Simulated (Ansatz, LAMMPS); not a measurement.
# 41In2O3-59Ga2O3 (mol %) with crystalline order left by the classical run (85 atoms) under strain, part 2 of 4

Aim: relax 41In2O3-59Ga2O3 (mol %) with crystalline order left by the classical run (85 atoms), then change its volume and shape to read moduli from the stress.

Ansatz 0.2.0; Kohn-Sham DFT, PBE, PAW (set soft_2), plane waves.

The cell: 14 In, 20 Ga and 51 O. The quench rate of 10 K/ps far exceeds what a furnace or splat quench reaches. The starting topology of bonds comes from the classical model. Only the Γ point is sampled.

So far. Step 2 (Single point at the start): The r.m.s. force at the start is 0.55 eV/Å.

## 3. Cell and atoms relaxed

Cell and atoms are freed together, to release stress as well as forces.

Contents of input.yaml:

```yaml
crystal:
  lattice:
    - [9.9563, 0.0, 0.0]
    - [0.0, 9.9563, 0.0]
    - [0.0, 0.0, 9.9563]
  atoms:
    [... the 85 atom lines of step 2 ...]
kpoints:
  mp_grid: { grid: [1, 1, 1] }
hamiltonian:
  xc: pbe
scf:
  occupations: { method: gaussian, width: 0.025 }
output:
  forces: true
relax:
  f_tol: 0.05
  max_steps: 150
  cell: {}
```

Run with:

```console
$ ansatz run input.yaml --threads 4 --pin off --max-ram 8192MiB --backend cpu --events-out ev --progress --plain --runs-dir out
```

Numbers of over 12 decimals in the logs are rounded to 6 here.

Log:

```text
[...]
Crystal: 85 atoms, lattice volume = 986.947 Å³
Basis set: ecut = 420 eV, 19309 PW (Γ), exchange–correlation on 144×144×144 points (8 copies of the dense FFT grid, shifted against one another)
Bands: 459, of which v1, the nominal top of the filled ones, is band 374 counted from 1 (373 counted from 0)
Symmetry: 1 space group operations
[...]
k-points: 1
[...]
SCF iter   1: F=—  HF=-182971.043111 eV  |F-HF|=—  |Δ(HF+E_count)|=         —  Δρ=2.76e-3  dr2=1.27e-1  ethr=1.77e-3  ⟨swp⟩=6.0  Hψ=1678  notcnv=0  defer=5
[...]
SCF iter  10: F=-182971.021616 eV  HF=-182971.021616 eV  |F-HF|=1.11e-8  |Δ(HF+E_count)|=   4.77e-8  Δρ=1.69e-6  dr2=2.67e-8  ethr=1.34e-11  ⟨swp⟩=4.0  Hψ=1239  notcnv=0
SCF 1 converged in 10 iterations: F = -182971.021616 eV  dr2 = 2.67e-8
[...]
relax step   1: F+E_penalty+E_count = -182971.02161553 eV  Δ(F+E_penalty+E_count) = +0.000e0 eV  max|allowed force component| = 1.468e0 eV/Å  Δτ_max = 0.0000 Å  P = +0.728 GPa  Ω = 986.947 Å³  (10 SCF iters, dr2 threshold 1.00e-7 eV, accepted)
[... from here on, the SCF cycles and remarks between the steps are left out ...]
relax step   2: F+E_penalty+E_count = -182973.72019458 eV  Δ(F+E_penalty+E_count) = -2.699e0 eV  max|allowed force component| = 6.951e-1 eV/Å  Δτ_max = 0.1542 Å  P = -1.825 GPa  Ω = 1001.581 Å³  energy of the carried Pulay correction = -6.533e-2 eV  (9 SCF iters, dr2 threshold 8.50e-6 eV, accepted)
relax step   3: F+E_penalty+E_count = -182974.61535601 eV  Δ(F+E_penalty+E_count) = -8.952e-1 eV  max|allowed force component| = 4.786e-1 eV/Å  Δτ_max = 0.0966 Å  P = -0.257 GPa  Ω = 992.383 Å³  energy of the carried Pulay correction = -2.438e-2 eV  (8 SCF iters, dr2 threshold 8.50e-6 eV, accepted)
relax step   4: F+E_penalty+E_count = -182975.29444869 eV  Δ(F+E_penalty+E_count) = -6.791e-1 eV  max|allowed force component| = 3.569e-1 eV/Å  Δτ_max = 0.2000 Å  P = -0.127 GPa  Ω = 995.636 Å³  energy of the carried Pulay correction = -3.890e-2 eV  (8 SCF iters, dr2 threshold 8.50e-6 eV, accepted)
relax step   5: F+E_penalty+E_count = -182975.84736719 eV  Δ(F+E_penalty+E_count) = -5.529e-1 eV  max|allowed force component| = 2.948e-1 eV/Å  Δτ_max = 0.2000 Å  P = -0.191 GPa  Ω = 1000.968 Å³  energy of the carried Pulay correction = -6.261e-2 eV  (8 SCF iters, dr2 threshold 7.96e-6 eV, accepted)
relax step   6: F+E_penalty+E_count = -182976.20862401 eV  Δ(F+E_penalty+E_count) = -3.613e-1 eV  max|allowed force component| = 3.486e-1 eV/Å  Δτ_max = 0.2000 Å  P = -0.119 GPa  Ω = 1006.496 Å³  energy of the carried Pulay correction = -8.706e-2 eV  (8 SCF iters, dr2 threshold 5.43e-6 eV, accepted)
relax step   7: F+E_penalty+E_count = -182976.40676399 eV  Δ(F+E_penalty+E_count) = -1.981e-1 eV  max|allowed force component| = 3.009e-1 eV/Å  Δτ_max = 0.1951 Å  P = +0.184 GPa  Ω = 1010.345 Å³  energy of the carried Pulay correction = -1.040e-1 eV  (8 SCF iters, dr2 threshold 7.60e-6 eV, accepted)
relax step   8: F+E_penalty+E_count = -182976.69665107 eV  Δ(F+E_penalty+E_count) = -2.899e-1 eV  max|allowed force component| = 2.992e-1 eV/Å  Δτ_max = 0.2000 Å  P = -0.009 GPa  Ω = 1018.742 Å³  energy of the carried Pulay correction = -1.407e-1 eV  (9 SCF iters, dr2 threshold 5.66e-6 eV, accepted)
relax step   9: F+E_penalty+E_count = -182976.58947379 eV  Δ(F+E_penalty+E_count) = +1.072e-1 eV  max|allowed force component| = 8.500e-1 eV/Å  Δτ_max = 0.1938 Å  P = +0.136 GPa  Ω = 1026.346 Å³  energy of the carried Pulay correction = -1.737e-1 eV  (9 SCF iters, dr2 threshold 5.60e-6 eV, rejected (line search))
relax step  10: F+E_penalty+E_count = -182976.79246664 eV  Δ(F+E_penalty+E_count) = -9.582e-2 eV  max|allowed force component| = 2.240e-1 eV/Å  Δτ_max = 0.0969 Å  P = -0.013 GPa  Ω = 1022.539 Å³  energy of the carried Pulay correction = -1.572e-1 eV  (14 SCF iters, accepted)
relax step  11: F+E_penalty+E_count = -182976.84966358 eV  Δ(F+E_penalty+E_count) = -5.720e-2 eV  max|allowed force component| = 1.023e-1 eV/Å  Δτ_max = 0.1000 Å  P = -0.014 GPa  Ω = 1027.959 Å³  energy of the carried Pulay correction = -1.807e-1 eV  (8 SCF iters, dr2 threshold 3.14e-6 eV, accepted)
relax step  12: F+E_penalty+E_count = -182976.87938123 eV  Δ(F+E_penalty+E_count) = -2.972e-2 eV  max|allowed force component| = 1.388e-1 eV/Å  Δτ_max = 0.1500 Å  P = +0.021 GPa  Ω = 1031.243 Å³  energy of the carried Pulay correction = -1.948e-1 eV  (9 SCF iters, dr2 threshold 6.54e-7 eV, accepted)
relax step  13: F+E_penalty+E_count = -182976.87468843 eV  Δ(F+E_penalty+E_count) = +4.693e-3 eV  max|allowed force component| = 4.169e-1 eV/Å  Δτ_max = 0.1956 Å  P = -0.096 GPa  Ω = 1036.154 Å³  energy of the carried Pulay correction = -2.159e-1 eV  (9 SCF iters, dr2 threshold 1.20e-6 eV, accepted)
relax step  14: F+E_penalty+E_count = -182976.93886020 eV  Δ(F+E_penalty+E_count) = -6.417e-2 eV  max|allowed force component| = 1.304e-1 eV/Å  Δτ_max = 0.1552 Å  P = +0.055 GPa  Ω = 1035.561 Å³  energy of the carried Pulay correction = -2.134e-1 eV  (8 SCF iters, dr2 threshold 8.50e-6 eV, accepted)
relax step  15: F+E_penalty+E_count = -182976.93437019 eV  Δ(F+E_penalty+E_count) = +4.490e-3 eV  max|allowed force component| = 3.073e-1 eV/Å  Δτ_max = 0.0491 Å  P = +0.012 GPa  Ω = 1036.336 Å³  energy of the carried Pulay correction = -2.167e-1 eV  (8 SCF iters, dr2 threshold 1.06e-6 eV, rejected (line search))
relax step  16: F+E_penalty+E_count = -182976.95468519 eV  Δ(F+E_penalty+E_count) = -1.582e-2 eV  max|allowed force component| = 6.765e-2 eV/Å  Δτ_max = 0.0244 Å  P = -0.044 GPa  Ω = 1036.556 Å³  energy of the carried Pulay correction = -2.176e-1 eV  (12 SCF iters, accepted)
relax step  17: F+E_penalty+E_count = -182976.96638507 eV  Δ(F+E_penalty+E_count) = -1.170e-2 eV  max|allowed force component| = 6.567e-2 eV/Å  Δτ_max = 0.1000 Å  P = +0.052 GPa  Ω = 1037.487 Å³  energy of the carried Pulay correction = -2.216e-1 eV  (9 SCF iters, dr2 threshold 2.86e-7 eV, accepted)
relax step  18: F+E_penalty+E_count = -182976.97870555 eV  Δ(F+E_penalty+E_count) = -1.232e-2 eV  max|allowed force component| = 2.312e-1 eV/Å  Δτ_max = 0.1493 Å  P = +0.012 GPa  Ω = 1039.977 Å³  energy of the carried Pulay correction = -2.323e-1 eV  (9 SCF iters, dr2 threshold 2.70e-7 eV, accepted)
relax step  19: F+E_penalty+E_count = -182976.91515125 eV  Δ(F+E_penalty+E_count) = +6.355e-2 eV  max|allowed force component| = 8.957e-1 eV/Å  Δτ_max = 0.1957 Å  P = +0.038 GPa  Ω = 1042.898 Å³  energy of the carried Pulay correction = -2.447e-1 eV  (9 SCF iters, dr2 threshold 3.34e-6 eV, rejected (line search))
relax step  20: F+E_penalty+E_count = -182977.01279526 eV  Δ(F+E_penalty+E_count) = -3.409e-2 eV  max|allowed force component| = 6.338e-2 eV/Å  Δτ_max = 0.0979 Å  P = -0.032 GPa  Ω = 1041.667 Å³  energy of the carried Pulay correction = -2.395e-1 eV  (13 SCF iters, accepted)
relax step  21: F+E_penalty+E_count = -182977.01115272 eV  Δ(F+E_penalty+E_count) = +1.643e-3 eV  max|allowed force component| = 6.242e-2 eV/Å  Δτ_max = 0.0739 Å  P = -0.037 GPa  Ω = 1044.282 Å³  energy of the carried Pulay correction = -2.506e-1 eV  (9 SCF iters, dr2 threshold 2.51e-7 eV, accepted)
relax step  22: F+E_penalty+E_count = -182977.01511946 eV  Δ(F+E_penalty+E_count) = -3.967e-3 eV  max|allowed force component| = 1.111e-1 eV/Å  Δτ_max = 0.0278 Å  P = +0.081 GPa  Ω = 1043.494 Å³  energy of the carried Pulay correction = -2.472e-1 eV  (9 SCF iters, dr2 threshold 2.43e-7 eV, accepted)
relax step  23: F+E_penalty+E_count = -182977.01834657 eV  Δ(F+E_penalty+E_count) = -3.227e-3 eV  max|allowed force component| = 1.705e-2 eV/Å  Δτ_max = 0.0248 Å  P = +0.017 GPa  Ω = 1043.733 Å³  energy of the carried Pulay correction = -2.482e-1 eV  (7 SCF iters, dr2 threshold 7.72e-7 eV, accepted)
relax step  24: F+E_penalty+E_count = -182977.38558053 eV  Δ(F+E_penalty+E_count) = -3.672e-1 eV  max|allowed force component| = 1.652e-2 eV/Å  Δτ_max = 0.0000 Å  P = +0.534 GPa  Ω = 1043.733 Å³  stress off target by 8.98e-1 GPa  SCF on the basis re-selected at this cell (its energy is not comparable with the rows above)  (9 SCF iters)
relax step  25: F+E_penalty+E_count = -182977.36812048 eV  Δ(F+E_penalty+E_count) = +1.746e-2 eV  max|allowed force component| = 6.173e-2 eV/Å  Δτ_max = 0.0495 Å  P = -0.010 GPa  Ω = 1050.893 Å³  energy of the carried Pulay correction = -3.158e-2 eV  (8 SCF iters, dr2 threshold 2.02e-6 eV, accepted)
relax step  26: F+E_penalty+E_count = -182977.37686931 eV  Δ(F+E_penalty+E_count) = -8.749e-3 eV  max|allowed force component| = 2.244e-2 eV/Å  Δτ_max = 0.0344 Å  P = +0.023 GPa  Ω = 1050.113 Å³  energy of the carried Pulay correction = -2.798e-2 eV  (9 SCF iters, dr2 threshold 2.38e-7 eV, accepted)
relax step  27: F+E_penalty+E_count = -182977.37592293 eV  Δ(F+E_penalty+E_count) = +9.464e-4 eV  max|allowed force component| = 1.164e-2 eV/Å  Δτ_max = 0.0170 Å  P = -0.006 GPa  Ω = 1050.554 Å³  energy of the carried Pulay correction = -2.998e-2 eV  (9 SCF iters, dr2 threshold 6.80e-9 eV, accepted)
relax step  28: F+E_penalty+E_count = -182977.41166859 eV  Δ(F+E_penalty+E_count) = -3.575e-2 eV  max|allowed force component| = 1.121e-2 eV/Å  Δτ_max = 0.0000 Å  P = +0.011 GPa  Ω = 1050.554 Å³  stress off target by 4.63e-2 GPa  SCF on the basis re-selected at this cell (its energy is not comparable with the rows above)  (6 SCF iters)
[...]
SCF converged after 6 iterations
Free energy (F): -182977.411669 eV
[...]
Internal energy: -182977.411669 eV  (E = F + TS)
E sigma→0 (E₀):  -182977.411669 eV
Fermi energy:    8.225720 eV
[...]
--- Forces (eV/Å), atoms counted from 1 ---
  atom   1  In    -0.00725829    -0.00063240     0.00487461
  atom   2  In     0.00699764     0.00539118    -0.00253588
  atom   3  In    -0.00363371    -0.00242395    -0.00137352
  atom   4  In     0.00085891    -0.00705921    -0.00092640
  atom   5  In    -0.00277394    -0.00188357     0.00170358
  atom   6  In     0.00091539    -0.00036517     0.00118585
  atom   7  In    -0.00617986     0.00135319     0.00137915
  atom   8  In     0.00284723     0.00015473    -0.00072185
  atom   9  In     0.00301639     0.00012759    -0.00075685
  atom  10  In     0.00013085     0.00072225     0.00110140
  atom  11  In     0.00056694    -0.00395747    -0.00105151
  atom  12  In     0.00184127     0.00250672    -0.00173934
  atom  13  In     0.00582438    -0.00107560     0.00368912
  atom  14  In    -0.00450157    -0.00114815     0.00120600
[...]
atom  84  O      0.00219160     0.00091429    -0.00070901
  atom  85  O     -0.00000167     0.00172833     0.00071771
  max |Σ_I F_I| component: 3.63e-6 eV/Å
--- Stress (GPa, compression-positive) ---
        0.014242       0.026370       0.000441
        0.026370       0.008770      -0.024099
        0.000441      -0.024099       0.010685
  P = ⅓ Tr σ = 0.0112 GPa (0.112 kbar)
--- Relaxed structure (26 steps of the walk, 23 accepted, 2 SCFs on fresh bases) ---
  F+E_penalty+E_count = -182977.41166859 eV   max|allowed force component| = 1.121e-2 eV/Å   (the final SCF, on the basis selected at the relaxed cell)
  cell:  # Å, volume = 1050.5536 Å³
    - [10.236690, 0.154632, -0.065122]
    - [0.154632, 10.176733, -0.219735]
    - [-0.065122, -0.219735, 10.091838]
  atoms:
    - { symbol: In, position: [0.128558, 0.169737, 0.087955] }
    - { symbol: In, position: [0.543062, 0.922941, 0.457149] }
    - { symbol: In, position: [0.255332, 0.684994, 0.335691] }
    - { symbol: In, position: [0.282816, 0.779877, 0.692896] }
[...]
- { symbol: O, position: [0.092934, 0.459871, 0.885060] }
```

Wall time 5 min (4 threads of AMD EPYC 9R14 (Zen 4), shared host); peak memory 1.8 GiB.

The relaxation converged after 26 steps, with a largest force component of 0.011 eV/Å.

## 4. Single point at the relaxed geometry

One more single point at the end of the walk gives the fuller output and checks the residual forces.

Contents of input.yaml:

```yaml
crystal:
  lattice:
    - [10.23669, 0.15463, -0.06512]
    - [0.15463, 10.17673, -0.21973]
    - [-0.06512, -0.21973, 10.09184]
  atoms:
    - { symbol: In, position: [0.12856, 0.16974, 0.08796] }
    - { symbol: In, position: [0.54306, 0.92294, 0.45715] }
    - { symbol: In, position: [0.25533, 0.68499, 0.33569] }
    - { symbol: In, position: [0.28282, 0.77988, 0.6929] }
    - { symbol: In, position: [0.23115, 0.01383, 0.33093] }
    - { symbol: In, position: [0.76528, 0.78424, 0.69339] }
    [... 73 atom lines left out ...]
    - { symbol: O, position: [0.66533, 0.24153, 0.61643] }
    - { symbol: O, position: [0.37184, 0.69682, 0.51598] }
    - { symbol: O, position: [0.18144, 0.29203, 0.70524] }
    - { symbol: O, position: [0.32478, 0.85035, 0.22708] }
    - { symbol: O, position: [0.6019, 0.66405, 0.67607] }
    - { symbol: O, position: [0.09293, 0.45987, 0.88506] }
kpoints:
  mp_grid: { grid: [1, 1, 1] }
hamiltonian:
  xc: pbe
scf:
  occupations: { method: gaussian, width: 0.025 }
output:
  forces: true
  stress: true
  populations: true
  dos:
    method: { smearing: { sigma: 0.1 } }
    de: 0.1
    projected: { site_lists: { Ga: [Ga], In: [In], O: [O] } }
  eigenvalues: true
  write_density: true
  write_potential: true
  volumetric_format: npy
```

Log:

```text
[...]
Crystal: 85 atoms, lattice volume = 1050.554 Å³
Basis set: ecut = 420 eV, 20535 PW (Γ), exchange–correlation on 144×144×144 points (8 copies of the dense FFT grid, shifted against one another)
Bands: 459, of which v1, the nominal top of the filled ones, is band 374 counted from 1 (373 counted from 0)
Symmetry: 1 space group operations
[...]
k-points: 1
[...]
SCF iter   1: F=—  HF=-182977.426236 eV  |F-HF|=—  |Δ(HF+E_count)|=         —  Δρ=2.59e-3  dr2=1.27e-1  ethr=1.77e-3  ⟨swp⟩=6.0  Hψ=1675  notcnv=0
[...]
SCF iter  10: F=-182977.411665 eV  HF=-182977.411665 eV  |F-HF|=2.37e-8  |Δ(HF+E_count)|=   2.26e-8  Δρ=1.87e-6  dr2=4.18e-8  ethr=1.34e-11  ⟨swp⟩=12.0  Hψ=3748  notcnv=0
SCF 1 converged in 10 iterations: F = -182977.411665 eV  dr2 = 4.18e-8
[...]
SCF converged after 10 iterations
Free energy (F): -182977.411665 eV
[...]
Internal energy: -182977.411665 eV  (E = F + TS)
E sigma→0 (E₀):  -182977.411665 eV
Fermi energy:    8.225744 eV
[...]
--- Forces (eV/Å), atoms counted from 1 ---
  atom   1  In    -0.00739770    -0.00185390     0.00382378
  atom   2  In     0.00768782     0.00512436    -0.00231058
  atom   3  In    -0.00344231    -0.00182397    -0.00111131
  atom   4  In    -0.00059819    -0.00737978    -0.00170190
  atom   5  In    -0.00307861    -0.00293774     0.00108665
  atom   6  In    -0.00019027    -0.00046364     0.00111143
  atom   7  In    -0.00668855     0.00125572     0.00160712
  atom   8  In     0.00353546     0.00042440     0.00029311
  atom   9  In     0.00270678     0.00021345    -0.00126659
  atom  10  In     0.00033605     0.00149651     0.00202169
  atom  11  In     0.00146221    -0.00398045    -0.00143254
  atom  12  In     0.00113914     0.00224601    -0.00157976
  atom  13  In     0.00654310    -0.00105293     0.00318971
  atom  14  In    -0.00367376    -0.00082253     0.00182107
[...]
atom  84  O      0.00306502     0.00144558    -0.00116969
  atom  85  O      0.00079800     0.00232617     0.00080167
  max |Σ_I F_I| component: 3.14e-5 eV/Å
--- Stress (GPa, compression-positive) ---
        0.013636       0.026259       0.000742
        0.026259       0.009082      -0.024051
        0.000742      -0.024052       0.010167
  P = ⅓ Tr σ = 0.0110 GPa (0.110 kbar)
--- Band table (eV) ---
[...]
--- Löwdin populations: 85 sites ---
  site symbol       q [e]
     0     In     11.7706
     1     In     11.7781
     2     In     11.7970
[...]
84      O      6.6826
  spilling = 0.003124 (of n_electrons = 748.000000)
```

The job ended after 16 s (4 threads; peak memory 1.8 GiB).

Numbers from this run:

```yaml
free_energy: -182977.4117 eV
free_energy_per_atom: -2152.6754 eV/atom
scf_cycles: 10
pressure: 0.01096 GPa
r_m_s_force_component: 0.00275 eV/Å
longest_force: 0.01359 eV/Å
fermi_energy: 8.226 eV
spacing_of_highest_filled_and_lowest_empty_level: 0.9052 eV
spilling_of_the_projection: 0.003124
```

[end of part 2 of 4]

[Logs are printed without paths, hosts, clocks, repeated set-up lines and the standing remarks that a program may print on its own settings, such as how far it seeks lower states.]

[Hosts, paths, dates, database ids (printed as entryN), source tags and the programs' standing remarks are cut or masked in the printed files.]
